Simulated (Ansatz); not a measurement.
# BePd (Pm-3m): from the cell to its phonons, part 2 of 2

The cell of BePd (Pm-3m) is at rest. What are its phonons? After the zone centre comes a 4×4×4 q mesh on a 16×16×16 k mesh.

Ansatz 0.2.0; DFT r2SCAN, scalar-relativistic, plane waves, PAW.

So far. Step 2 (Linear response at the zone centre): Before it was imposed, the acoustic sum rule was missed by 1.1e-4 eV/Å². Small misses are needed for a sound result but don't prove that mesh and cutoff are converged. The lowest optical mode is real, 372 cm⁻¹.

## Step 3: Phonons on a q mesh (continued)

Interpolated from a 4×4×4 q mesh. Phonon branches along the path, in cm⁻¹:

```tsv
point	branch 1	branch 2	branch 3	branch 4	branch 5	branch 6
Γ	0	0	0	372	372	372
halfway	79	79	155	392	392	395
X	105	105	215	415	415	451
halfway	103	138	190	386	389	398
M	102	154	154	356	362	362
halfway	91	120	164	361	391	429
Γ	0	0	0	372	372	372
halfway	144	144	163	382	382	402
R	180	180	180	405	405	405
halfway	142	149	186	364	388	407
X	105	105	215	415	415	451
jump to R	180	180	180	405	405	405
halfway	143	183	183	384	384	388
M	102	154	154	356	362	362
```

The phonon branches as a text plot (rows in cm⁻¹):

```
    442 |      ***                                      **
    423 |     ******       ****      ***               ***
    404 |   ***   **      *    *    *   *  ************** ***
    385 | ***      **    ********* *   ******    **** *     **
    366 |**          ******************            ***        ***
    348 |              *
    329 |
    310 |
    291 |
    272 |
    254 |
    235 |
    216 |      ***                                     ***
    197 |     *   **                                 **
    178 |    *      **   ****              **********     *****
    160 |   *        ****    *         ****       **       **  **
    141 |           *    **** *      ** *           **       *
    122 |         **         * *       *             **       *
    103 |  *  *************** *     ***                ***     **
     85 |   **               ****
     66 | *                    *    *
     47 |  *                    ** *
     28 |**                      * *
      9 |*                        *
         Γ      X      M          Γ            R        X|R     M
```

Tetrahedra on a 24×24×24 mesh, mean over bins of 5 cm-1. Interpolated from a 4×4×4 q mesh. Table of phonon density of states by wavenumber; read off at these points:

wavenumber (cm⁻¹), phonon density of states (1/cm⁻¹/cell) and a bar:
```
        2     0.0000 
       18     0.0001 
       32     0.0005 
       48     0.0013 #
       62     0.0026 #
       82     0.0068 ###
       98     0.0182 ########
      102     0.0423 ##################
      112     0.0272 ###########
      128     0.0216 #########
      142     0.0216 #########
      158     0.0222 #########
      172     0.0341 ##############
      178     0.0488 ####################
      188     0.0187 ########
      202     0.0059 ##
      218     0.0000 
      238     0.0000 
      252     0.0000 
      268     0.0000 
      282     0.0000 
      298     0.0000 
      312     0.0000 
      328     0.0000 
      342     0.0000 
      358     0.0012 #
      368     0.0716 ##############################
      372     0.0531 ######################
      388     0.0596 #########################
      392     0.0535 ######################
      402     0.0574 ########################
      408     0.0407 #################
      422     0.0238 ##########
      438     0.0028 #
      452     0.0000
```

The partial phonon density of states has structure finer than the step of the table below, so its rows give means over 10 cm⁻¹, whole bins alone (the curve runs from -10 to 474 cm⁻¹). Peaks (cm⁻¹: height): Be 367.2: 0.0556, 388.5: 0.0541; Pd 105.6: 0.0373, 154.3: 0.0236, 178.6: 0.0422.

Phonopy on the run's constants, 21x21x21 mesh, Gaussian sigma 3.5 cm-1. Interpolated from a 4×4×4 q mesh. The partial phonon density of states by wavenumber; means over each step; values in 1/cm⁻¹/cell:

```tsv
wavenumber (cm⁻¹)	Be	Pd
0	0	2.4e-5
10	2.2e-6	3.3e-5
20	1.7e-5	1.9e-4
30	3.4e-5	4.2e-4
40	6.7e-5	8.8e-4
50	9.9e-5	0.00139
60	1.4e-4	0.00215
70	2.1e-4	0.00373
80	2.7e-4	0.00589
90	3.5e-4	0.0110
100	4.4e-4	0.0278
110	4.8e-4	0.0307
120	5.6e-4	0.0229
130	7.2e-4	0.0217
140	9.0e-4	0.0203
150	0.00123	0.0216
160	0.00119	0.0208
170	0.00151	0.0305
180	0.00201	0.0390
190	9.3e-4	0.0172
200	2.5e-4	0.00688
210	5.7e-5	0.00325
220	1.7e-6	3.2e-4
230	0	1.1e-6
240	0	0
250	0	0
260	0	0
270	0	0
280	0	0
290	0	0
300	0	0
310	0	0
320	0	0
330	0	0
340	0	0
350	4.7e-4	4.4e-5
360	0.0223	0.00228
370	0.0516	0.00419
380	0.0446	0.00225
390	0.0518	0.00147
400	0.0497	7.3e-4
410	0.0326	3.1e-4
420	0.0202	1.2e-4
430	0.0122	3.6e-5
440	0.00262	7.7e-6
450	6.0e-4	0
460	1.6e-5	0
```

Second derivatives of the energy by pair, one row for each kind of neighbour of each atom listed. Each entry sums the pair over the periodic images of the supercell that the q mesh stands for, and in a polar crystal it holds the long-range dipole part too. Force constants by pair, by row:

```tsv
atom	neighbour	distance (Å)	third of the trace (eV/Å²)	along the pair's line (eV/Å²)
Be1	itself	0	4.91	–
Be1	Pd	2.435	-0.477	-1.558
Be1	Be	2.812	0.0395	0.0267
Be1	Be	3.977	-0.0052	-0.0839
Be1	Pd	4.664	-0.0169	-0.0321
Be1	Be	4.871	-0.1208	-0.343
Be1	Be	5.625	0.0025	0.0215
Be1	Pd	6.129	0.002	0.0061
Be1	Be	6.288	0.003	0.0116
Pd2	itself	0	10.09	–
Pd2	Be	2.435	-0.477	-1.558
Pd2	Pd	2.812	-0.8059	-3.067
Pd2	Pd	3.977	-0.1163	-0.2451
Pd2	Be	4.664	-0.0169	-0.0321
Pd2	Pd	4.871	0.039	0.0897
Pd2	Pd	5.625	-0.0115	0.2177
Pd2	Be	6.129	0.002	0.0061
Pd2	Pd	6.288	0.0236	-0.0012
```

Harmonic thermodynamic functions per atom, from the density of states. Interpolated from a 4×4×4 q mesh. Thermodynamic functions, by row:

```tsv
T (K)	F_vib (meV/atom)	S (J/mol-atom/K)	C_V (J/mol-atom/K)
0	49.43	0	0
50	49.23	1.572	4.046
100	47.2	6.425	10.35
200	35.28	16.33	18.12
300	14.01	24.39	21.36
400	-14.69	30.76	22.8
500	-49.33	35.93	23.53
600	-88.88	40.26	23.94
700	-132.6	43.97	24.2
800	-179.9	47.22	24.37
900	-230.3	50.09	24.49
1000	-283.6	52.68	24.57
```

Harmonic mean-square displacement, third of the trace. Interpolated from a 4×4×4 q mesh. Mean square displacements, by row:

```tsv
T (K)	Be1 U_eq (Å²)	Pd2 U_eq (Å²)
0	0.00515	0.00119
100	0.00549	0.0018
300	0.0084	0.00447
600	0.0147	0.00874
```

Symmetry leaves 10 wavevectors to solve. The lowest mode among them, the acoustic zeros apart, lies at q = (0, 0, 0.25) and is real, 79.1 cm⁻¹.

## Step 4: Summary of results

```yaml
space_group_within_0p01_a: Pm-3m
volume_per_atom: 11.1 Å³
electronic_character: no gap on this mesh
highest_optical_mode_at_the_zone_centre_no_lo_to_term: 372 cm⁻¹
lowest_optical_zone_centre_mode: 372 cm⁻¹
lowest_mode_on_the_q_mesh_acoustic_modes_at_gamma_apart: 79.1 cm⁻¹
highest_frequency_on_the_path_or_at_a_solved_wavevector: 451 cm⁻¹
zero_point_energy_per_atom: 49.4 meV
heat_capacity_at_300_k: 21.4 J/(mol atoms K)
vibrational_entropy_at_300_k: 24.4 J/(mol atoms K)
debye_temperature_second_moment: 548 K
imaginary_modes_on_the_4x4x4_q_mesh: none
```

The structure is a minimum as far as tested: no mode is imaginary at the 10 irreducible wavevectors of the 4×4×4 mesh, and the softest away from the acoustic zeros lies at 79 cm⁻¹. The optical modes at Γ form one degenerate level at 372 cm⁻¹. The highest mode in this list at Γ, 372.4 cm⁻¹, is mostly motion of Be (92 % of the kinetic energy). On the path and the mesh, the widest gap between branches runs from 215 to 356 cm⁻¹. With no gap, or one that is small against the smearing, the frequencies hang on the k mesh and the smearing, most of all near Kohn anomalies. These are harmonic frequencies at zero temperature: anharmonic shifts, linewidths and thermal expansion are left out.

[Logs are printed without paths, hosts, clocks, repeated set-up lines and the standing remarks that a program may print on its own settings, such as how far it seeks lower states.]

[Hosts, paths, dates, database ids (printed as entryN), source tags and the programs' standing remarks are cut or masked in the printed files.]
